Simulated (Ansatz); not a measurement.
# G0W0 on several functionals: WSe2 (P6_3/mmc)

Aim: G0W0 for WSe2 (P6_3/mmc) on several starting functionals, at one mesh, band count and screening cutoff.

Method: G0W0 on several functionals, plane waves, PAW, in Ansatz 0.2.0.

This is a report of a sequence of runs, with most program output left out.

The database entry behind the starting cell differs from later determinations by our own check (a about 0.2 % long), so it need not match the best structure at ambient conditions.

In doubt: masses and optical values from hybrid runs of this build are listed as unsure (steps 3, 4), which bears on the screening that GW takes from such a start.

## 1. The starting structure

Symmetry: P6_3/mmc, No. 194, hexagonal system. Conventional cell: a = 3.290 Å, b = 3.290 Å, c = 12.970 Å, α = 90.00°, β = 90.00°, γ = 120.00°. W has 6 Se at 2.53 Å nearest. Nearest to Se lie 3 W at 2.53 Å. Farther neighbours and most contacts between anions are not listed.

The cell and positions come from the Crystallography Open Database and are kept as given unless a step says otherwise. Spin-orbit coupling is left out unless a step names it.

## 2. G0W0 on PBE

G0W0 replaces the xc potential by the self-energy, built once from these orbitals. Only a window of levels is corrected, while the sums run over the empty bands that the input names. This step takes hard PAW files.

This step: G0W0 on PBE, plane waves, PAW.

Contents of input.yaml:

```yaml
crystal:
  lattice:
    - [3.29, 0.0, 0.0]
    - [-1.645, 2.8492235785, 0.0]
    - [0.0, 0.0, 12.97]
  atoms:
    - { symbol: W, position: [0.3333333333, 0.6666666667, 0.25] }
    - { symbol: W, position: [0.6666666667, 0.3333333333, 0.75] }
    - { symbol: Se, position: [0.3333333333, 0.6666666667, 0.621] }
    - { symbol: Se, position: [0.6666666667, 0.3333333333, 0.121] }
    - { symbol: Se, position: [0.3333333333, 0.6666666667, 0.879] }
    - { symbol: Se, position: [0.6666666667, 0.3333333333, 0.379] }
kpoints:
  mp_grid: { grid: [6, 6, 2] }
hamiltonian:
  xc: pbe
  pseudopotentials: { kind: paw, source: ansatz }
scf:
  occupations: { method: fixed }
gw:
  n_empty_bands: 723
  ecut_chi: 190.0
  qp_bands: [v2, c2]
  qp_kpoints: band_edges
  screening: { model: contour_deformation }
```

Command:

```
ansatz run input.yaml --threads 4 --pin off --max-ram 138240MiB --backend cuda --events-out ev --progress --plain --runs-dir out --devices 1 --max-vram 26GiB  # rebuilt from the run's record
```

Run time: 86 s. Hardware: 1 × NVIDIA H100 80GB HBM3 (shared by 3 runs) with 4 threads of AMD EPYC 7R13 (Zen 3), shared host; peak memory 3.6 GiB.

This step gave:

```yaml
bands_summed: 783
rpa_eps_infinity_on_this_mesh_eigenvalues: 7.117, 15.26, 15.26
plane_waves_in_the_screening_matrix: 749
q_points_in_the_mesh: 72
g0w0_gap_on_the_mesh: 1.294 eV
k_of_the_valence_top: 0, 0, 0
k_of_the_conduction_bottom: 0.1667, 0.1667, 0
starting_gap_on_the_mesh: 0.9770 eV
z_at_the_valence_top: 0.7513
z_at_the_conduction_bottom: 0.7634
least_direct_g0w0_gap_on_the_computed_points: 1.936 eV
```

The gap on the mesh goes from 0.98 eV to 1.29 eV, a correction of +0.32 eV. Between the two edge states, bare exchange in place of the xc potential would open the gap by 4.35 eV, and correlation takes back 4.03 eV.

## 3. G0W0 on HSE06

The same correction from a different start measures what one shot leaves open.

This step: G0W0 on HSE06, plane waves, PAW.

Changes to input.yaml since step 2:

```diff
@@ -15,3 +15,3 @@
 hamiltonian:
-  xc: pbe
+  xc: hse06
   pseudopotentials: { kind: paw, source: ansatz }
```

Elapsed: 3.6 min, on 1 × NVIDIA H100 80GB HBM3 (shared by 3 runs) with 4 threads; peak memory 4.4 GiB.

Numbers from this step:

```yaml
bands_summed: 783
rpa_eps_infinity_on_this_mesh_eigenvalues: 5.866, 12.10, 12.10
plane_waves_in_the_screening_matrix: 749
q_points_in_the_mesh: 72
g0w0_gap_on_the_mesh: 1.481 eV
k_of_the_valence_top: 0, 0, 0
k_of_the_conduction_bottom: 0.1667, 0.1667, 0
starting_gap_on_the_mesh: 1.448 eV
z_at_the_valence_top: 0.7763
z_at_the_conduction_bottom: 0.7868
least_direct_g0w0_gap_on_the_computed_points: 2.087 eV
```

Against the run with 6×6×2 mesh, 723 empty bands, screening to 190 eV, hard PAW files on PBE, the gap moves by +0.19 eV, while the start moved by +0.47 eV.

## 4. G0W0 on PBE0

This step: G0W0 on PBE0, plane waves, PAW.

Changes to input.yaml since step 3:

```diff
@@ -15,3 +15,3 @@
 hamiltonian:
-  xc: hse06
+  xc: pbe0
   pseudopotentials: { kind: paw, source: ansatz }
```

It took 2.7 min on 1 × NVIDIA H100 80GB HBM3 (shared by 3 runs) with 4 threads; peak memory 4.3 GiB.

Numbers from this step:

```yaml
bands_summed: 783
rpa_eps_infinity_on_this_mesh_eigenvalues: 5.372, 10.40, 10.40
plane_waves_in_the_screening_matrix: 749
g0w0_gap_on_the_mesh: 1.604 eV
k_of_the_valence_top: 0, 0, 0
k_of_the_conduction_bottom: 0.1667, 0.1667, 0
starting_gap_on_the_mesh: 2.097 eV
least_direct_g0w0_gap_on_the_computed_points: 2.205 eV
```

Against the run with 6×6×2 mesh, 723 empty bands, screening to 190 eV, hard PAW files on HSE06, the gap moves by +0.12 eV, while the start moved by +0.65 eV.

## 5. Side by side

All on the 6×6×2 mesh with 723 empty bands and screening to 190 eV. Times are wall times on 1 × NVIDIA H100 80GB HBM3 (shared by 3 runs) with 4 threads of AMD EPYC 7R13 (Zen 3), shared host, good to a factor of about two.

| start | starting gap (eV) | shift (eV) | G0W0 gap (eV) | RPA ε∞ (harmonic mean) | Z (valence, conduction) | time |
| --- | --- | --- | --- | --- | --- | --- |
| PBE | 0.98 | +0.32 | 1.29 | 11.05 | 0.75, 0.76 | 86 s |
| HSE06 | 1.45 | +0.03 | 1.48 | 8.94 | 0.78, 0.79 | 3.6 min |
| PBE0 | 2.10 | −0.49 | 1.60 | 7.93 | 0.79, 0.80 | 2.7 min |

The parts of the quasiparticle energy at the two band edges (eV; QP = start + Σx + Σc − Vxc):

| run | edge | start | Σx | Σc | Vxc | Z | QP |
| --- | --- | --- | --- | --- | --- | --- | --- |
| PBE | valence top | 14.92 | -19.39 | 0.26 | -18.76 | 0.75 | 14.55 |
| PBE | conduction bottom | 15.90 | -13.08 | -3.77 | -16.80 | 0.76 | 15.85 |
| HSE06 | valence top | 14.59 | -19.34 | 0.27 | -18.88 | 0.78 | 14.41 |
| HSE06 | conduction bottom | 16.04 | -12.83 | -3.74 | -16.42 | 0.79 | 15.89 |
| PBE0 | valence top | 14.27 | -19.35 | 0.24 | -19.18 | 0.79 | 14.35 |
| PBE0 | conduction bottom | 16.36 | -12.79 | -3.67 | -16.05 | 0.80 | 15.95 |

For a hybrid start, Vxc holds its share of exact exchange.

## 6. Outcome

| Item | Value |
| --- | --- |
| G0W0@PBE | 1.29 eV (start 0.98 eV) |
| G0W0@HSE06 | 1.48 eV (start 1.45 eV) |
| G0W0@PBE0 | 1.60 eV (start 2.10 eV) |
| known limits | not at the basis limit; no spin-orbit coupling; coarse k mesh |

The starting gaps span 1.12 eV and the G0W0 gaps 0.31 eV. Between PBE and PBE0, 0.31 eV of the 1.12 eV survives, 28 %. PBE0 screens less than PBE (ε∞ 7.93 against 11.05). Of the 0.31 eV by which its G0W0 gap is higher, the correlation part gives +0.11 eV, and exchange with the one-particle terms, which follow the orbitals, +0.20 eV. On PBE0 the correction is negative: that start lies above its own G0W0 value. The smallest correction, +0.03 eV, is on HSE06, the start nearest to reproducing itself. Bands and cutoff are finite, so the gap is not at the basis limit. The miss can reach some tenths of an eV and take either sign; the mesh is an error of its own. The 6×6×2 mesh is coarse for this cell (its supercell is 20 Å along the shortest edge). The RPA ε∞ on it, from the PBE start, is 7.12 and 15.26; such meshes misread the long-range screening, most where the gap is narrow. The program warns that the mesh is coarse for exact exchange, which bears on the hybrid start's gap. The many-body steps are scalar-relativistic: spin-orbit coupling is not in them.

[Paths, hosts, dates, memory and timing lines, banners, echoed tables and standing remarks are left out of the program output.]

[Logs are printed without paths, hosts, clocks, repeated set-up lines and the standing remarks that a program may print on its own settings, such as how far it seeks lower states.]

[Runs of the session that timed out or met a known fault of the program may be left out.]

[Cells called generated may have been cut or substituted from an entry of the Crystallography Open Database or the Materials Project.]

[Hosts, paths, dates, database ids (printed as entryN), source tags and the programs' standing remarks are cut or masked in the printed files.]
